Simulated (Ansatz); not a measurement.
# SiPbS3 in P4bm, a phase reached by a soft mode: following an unstable mode, part 2 of 2

Wanted: the energy along a soft mode of SiPbS3 in P4bm, a phase reached by a soft mode and the structure at the end.

Ansatz 0.2.0; DFT PBEsol, scalar-relativistic, plane waves, PAW; PAW set soft_1.

So far. Step 5 (Energy along the mode, all amplitudes (two of the runs …): The lowest of the steps tried is at 0.14 Å, 0.173 meV/atom below the parent; the bottom of the well need not coincide with a step. Step 7 (The new phase in its own primitive cell): The largest force component left is 0.99 meV/Å and the pressure is 0.000 GPa, within the tolerances set. The cell now holds 20.68 Å³/atom.

The structure was built from a prototype and need not be the compound's stable phase.

In doubt: the program warns that the response may not be converged on this k-mesh (steps 2, 8), which bears on the force constants and all frequencies.

**8. Modes of the new phase**

A relaxed structure may still be a saddle point, so its zone-centre modes are computed. The response to a homogeneous field gives the Born charges and the dielectric tensor.

File input.yaml:

```yaml
crystal:
  lattice:
    - [4.2761162847, -4.2785934407, 6.813e-06]
    - [4.2761162847, 4.2785934407, 6.813e-06]
    - [-0.0682799932, 0.0, 5.6526385056]
  atoms:
    - { symbol: Pb, position: [0.0142585655, 0.0142585655, 0.0557082391] }
    - { symbol: Pb, position: [0.5055112534, 0.5055112534, 0.0568343817] }
    - { symbol: Si, position: [0.4932499382, 0.9955756495, 0.5752424821] }
    - { symbol: Si, position: [0.9955756495, 0.4932499382, 0.5752424821] }
    - { symbol: S, position: [0.6771637773, 0.6771637773, 0.4862163549] }
    - { symbol: S, position: [0.2853461337, 0.2853461337, 0.4355807213] }
    - { symbol: S, position: [0.7950093449, 0.1859220311, 0.4614706803] }
    - { symbol: S, position: [0.1859220311, 0.7950093449, 0.4614706803] }
    - { symbol: S, position: [0.4963841139, 0.0079694118, 0.9503289582] }
    - { symbol: S, position: [0.0079694118, 0.4963841139, 0.9503289582] }
kpoints:
  mp_grid: { grid: [4, 4, 4] }
hamiltonian:
  xc: pbesol
  pseudopotentials: { kind: paw, azcp: { folder: soft_1 }, xc_functional: pbe }
scf:
  occupations: { method: fixed }
output:
  eigenvalues: true
phonons:
  method: dfpt
  dielectric: true
  rigid_motions: translations
```

On the command line:

```
$ ansatz run input.yaml --threads 8 --pin off --max-ram 16384MiB --backend cpu --events-out ev --progress --plain --runs-dir out
```

The job ended after 2.8 min (8 threads of Arm Neoverse V2, shared host; peak memory 2.3 GiB; 21 min of CPU time).

This step gave:

```yaml
sum_rule_residual_before_enforcement: 7.70e-5 eV/Å²
miss_of_the_charge_sum_rule: 0.03997 e
estimated_error_of_the_dielectric_tensor: 0.08106
estimated_error_of_the_born_charges: 0.04608 e
point_group: m
highest_optical_mode_at_the_zone_centre_no_lo_to_term: 508.8 cm⁻¹
lowest_optical_zone_centre_mode: -27.26 cm⁻¹
mean_high_frequency_dielectric_constant: 13.17
largest_born_charge_third_of_the_trace: 4.112 e
top_of_the_zone_centre_spectrum_with_the_field: 542.9 cm⁻¹
```

Patterns of degenerate modes are one choice out of their space. The modes at Γ (shares of kinetic energy by element, %) (negative means imaginary):

| mode | frequency (cm⁻¹) | symmetry | Pb % | Si % | S % |
| --- | --- | --- | --- | --- | --- |
| 1 | -27.3 | A'' | 24 | 3 | 72 |
| 2 | 0.0 | acoustic | 63 | 8 | 29 |
| 3 | 0.0 | acoustic | 63 | 8 | 29 |
| 4 | 0.0 | acoustic | 63 | 8 | 29 |
| 5 | 42.3 | A' | 58 | 4 | 37 |
| 6 | 45.2 | A' | 78 | 5 | 17 |
| 7 | 46.2 | A'' | 90 | 1 | 9 |
| 8 | 48.2 | A' | 83 | 4 | 13 |
| 9 | 79.4 | A'' | 18 | 22 | 61 |
| 10 | 81.2 | A' | 13 | 8 | 79 |
| 11 | 90.5 | A' | 27 | 7 | 66 |
| 12 | 135.1 | A'' | 4 | 7 | 89 |
| 13 | 136.6 | A' | 4 | 1 | 96 |
| 14 | 149.7 | A' | 4 | 7 | 89 |
| 15 | 172.3 | A'' | 0 | 25 | 74 |
| 16 | 175.0 | A' | 1 | 27 | 72 |
| 17 | 184.0 | A' | 5 | 12 | 82 |
| 18 | 195.8 | A'' | 0 | 42 | 58 |
| 19 | 213.9 | A'' | 0 | 2 | 98 |
| 20 | 254.6 | A'' | 1 | 23 | 76 |
| 21 | 256.0 | A' | 1 | 24 | 75 |
| 22 | 291.2 | A' | 1 | 2 | 97 |
| 23 | 301.5 | A' | 0 | 10 | 90 |
| 24 | 348.9 | A'' | 0 | 36 | 64 |
| 25 | 356.7 | A' | 0 | 76 | 24 |
| 26 | 365.2 | A'' | 0 | 20 | 80 |
| 27 | 373.9 | A' | 0 | 33 | 67 |
| 28 | 374.4 | A'' | 0 | 54 | 46 |
| 29 | 493.0 | A'' | 0 | 56 | 44 |
| 30 | 508.8 | A' | 0 | 62 | 38 |

Displacements in mode 1 (-27.3 cm⁻¹), the largest set to 1:
```
Pb1  0.00  0.16  0.00
Pb2  0.00  0.43  0.00
Si3 -0.05 -0.32  0.00
Si4  0.05 -0.32  0.00
S5   0.00 -0.50  0.00
S6   0.00 -0.54  0.00
S7   0.01 -1.00  0.79
S8  -0.01 -1.00 -0.79
S9  -0.32 -0.10  0.01
S10  0.32 -0.10 -0.01
```

Displacements in mode 11 (90.5 cm⁻¹), the largest set to 1:
```
Pb1  0.03  0.00  0.42
Pb2  0.08  0.00  0.38
Si3 -0.24  0.01 -0.49
Si4 -0.24 -0.01 -0.49
S5   0.57  0.00 -1.00
S6  -0.21  0.00 -0.27
S7  -0.09  0.64 -0.93
S8  -0.09 -0.64 -0.93
S9  -0.22 -0.42 -0.61
S10 -0.22  0.42 -0.61
```

Optical modes at the zone centre, without and with the macroscopic field of the longitudinal modes; each column is sorted by frequency, so a row need not hold one and the same mode. Modes with and without the field, by row:

| rank among optical modes | no field (cm⁻¹) | q along (1, 0, 0) (cm⁻¹) | q along (0, 1, 0) (cm⁻¹) | q along (0, 0, 1) (cm⁻¹) |
| --- | --- | --- | --- | --- |
| 1 | -27.3 | -27.3 | 36.4 | -27.3 |
| 2 | 42.3 | 44.1 | 42.3 | 42.4 |
| 3 | 45.2 | 46.2 | 45.2 | 45.2 |
| 4 | 46.2 | 46.8 | 48.2 | 46.2 |
| 5 | 48.2 | 65.1 | 50.6 | 48.3 |
| 6 | 79.4 | 79.4 | 80.7 | 79.4 |
| 7 | 81.2 | 82.2 | 81.2 | 82 |
| 8 | 90.5 | 90.5 | 90.5 | 125.5 |
| 9 | 135.1 | 135.1 | 135.5 | 135.1 |
| 10 | 136.6 | 136.6 | 136.6 | 137.6 |
| 11 | 149.7 | 149.9 | 149.7 | 151.7 |
| 12 | 172.3 | 172.3 | 175 | 172.3 |
| 13 | 175 | 183.9 | 184 | 175.1 |
| 14 | 184 | 195.8 | 190.8 | 184.2 |
| 15 | 195.8 | 206.8 | 209.4 | 195.8 |
| 16 | 213.9 | 213.9 | 213.9 | 213.9 |
| 17 | 254.6 | 254.6 | 256 | 254.6 |
| 18 | 256 | 276.7 | 275.2 | 256.1 |
| 19 | 291.2 | 291.9 | 291.2 | 291.6 |
| 20 | 301.5 | 301.5 | 301.5 | 312.2 |
| 21 | 348.9 | 348.9 | 355.5 | 348.9 |
| 22 | 356.7 | 365.2 | 356.7 | 356.8 |
| 23 | 365.2 | 366.4 | 373.8 | 365.2 |
| 24 | 373.9 | 374.4 | 373.9 | 373.9 |
| 25 | 374.4 | 393.3 | 385.6 | 374.4 |
| 26 | 493 | 493 | 493 | 493 |
| 27 | 508.8 | 508.8 | 508.8 | 542.9 |

Born charge (rows field, columns displacement) (e), principal values of the symmetric part by kind of site:

| atom | atoms with these values | low | middle | high | mean |
| --- | --- | --- | --- | --- | --- |
| Pb1 | 1 | 3.39 | 3.75 | 5.05 | 4.07 |
| Pb2 | 1 | 3.49 | 3.71 | 5.14 | 4.11 |
| Si3 | 2 | 3.20 | 4.16 | 4.27 | 3.88 |
| S5 | 1 | -2.82 | -2.30 | -2.06 | -2.40 |
| S6 | 1 | -3.07 | -2.96 | -1.73 | -2.59 |
| S7 | 2 | -2.98 | -2.81 | -1.83 | -2.54 |
| S9 | 2 | -3.18 | -3.09 | -2.54 | -2.93 |

In full for Pb1:

```
 3.46  0.00 -0.17
 0.00  5.05  0.00
-0.10  0.00  3.69
```

High-frequency dielectric tensor:

```
15.29  0.00 -0.15
 0.00 15.38  0.00
-0.15  0.00  8.84
```

Transverse modes; imaginary modes are left out. Lines of the infrared spectrum (strongest = 100):

| position (cm⁻¹) | lines merged | relative intensity |
| --- | --- | --- |
| 42 | 1 | 12 |
| 45 | 1 | 4.6 |
| 46 | 1 | 1.3 |
| 48 | 1 | 7.2 |
| 79 | 1 | 1.5 |
| 81 | 1 | 3.8 |
| 90 | 1 | 28 |
| 135 | 1 | 1.5 |
| 137 | 1 | 0.4 |
| 150 | 1 | 2.2 |
| 172 | 1 | 82 |
| 175 | 1 | 92 |
| 184 | 1 | 1.0 |
| 196 | 1 | 10 |
| 214 | 1 | 0.0 |
| 255 | 1 | 46 |
| 256 | 1 | 49 |
| 291 | 1 | 2.9 |
| 302 | 1 | 21 |
| 349 | 1 | 38 |
| 357 | 1 | 56 |
| 365 | 1 | 32 |
| 374 | 2 | 27 |
| 493 | 1 | 0.0 |
| 509 | 1 | 100 |

Before it was imposed, the acoustic sum rule was missed by 7.7e-5 eV/Å² and the charge sum rule by 0.040 e. The charge miss is large and points to the mesh or the basis. The lowest optical mode is imaginary, 27.3i cm⁻¹, so the energy falls along it.

The log warns of the k mesh: “the force constants stand on the 4×4×4 k-mesh, whose period is 9.46 times the interband length at k = (0.0000, 0.0000, 0.2500), direct gap 1.325 eV, under 14: take them and everything formed from them as unconverged”.

**9. Outcome**

```yaml
unstable_mode_of_the_parent: q = (0, 0, 0), 25i cm⁻¹
depth_at_the_lowest_point_sampled: 0.173 meV/atom
largest_atomic_shift_at_that_point: 0.14 Å
space_group_reached_within_0p01_a: Cm
energy_gained_over_the_parent_first_relaxation_on_the_mesh_of_the_frozen_mode: 0.534 meV/atom
volume_per_atom_phase_reached: 20.7 Å³
gap_on_the_k_mesh_phase_reached: 1.21 eV
lowest_optical_zone_centre_mode_phase_reached: -27.3 cm⁻¹
highest_optical_mode_at_the_zone_centre_no_lo_to_term_phase_reached: 509 cm⁻¹
```

What this shows: Along this mode the structure falls into Cm, 0.534 meV/atom below the parent. At the parent's cell the well is 0.173 meV/atom deep on the steps tried, with its lowest point at a shift of 0.14 Å. Relaxing atoms and cell changes the gain by +0.36 meV/atom against the lowest step (energies at zero smearing). Most of the total comes from this relaxation. The new phase still has an imaginary mode at the zone centre of its cell, so it is a saddle point on the way to a lower structure. How so shallow a well moves with the k mesh was not tested. Of the 2 patterns followed to their end from this parent, this one ends 0.563 meV/atom above the lowest, Pc. Another end point lies within 1 meV/atom; how such a difference moves with mesh and cutoff was not tested. Each path keeps the symmetry of its pattern, so a lower phase may lie along a pattern not tried. With the field response the log warns that the k mesh is coarse for the force constants too, so the frequencies may not be converged. Spin-orbit coupling is left out, which can matter for the heavy elements here. The PAW files were made for PBE and serve the other functionals too. The starting cell was built on a prototype and not taken from a measurement, so the phase need not exist.

[Logs are printed without paths, hosts, clocks, repeated set-up lines and the standing remarks that a program may print on its own settings, such as how far it seeks lower states.]

[Hosts, paths, dates, database ids (printed as entryN), source tags and the programs' standing remarks are cut or masked in the printed files.]
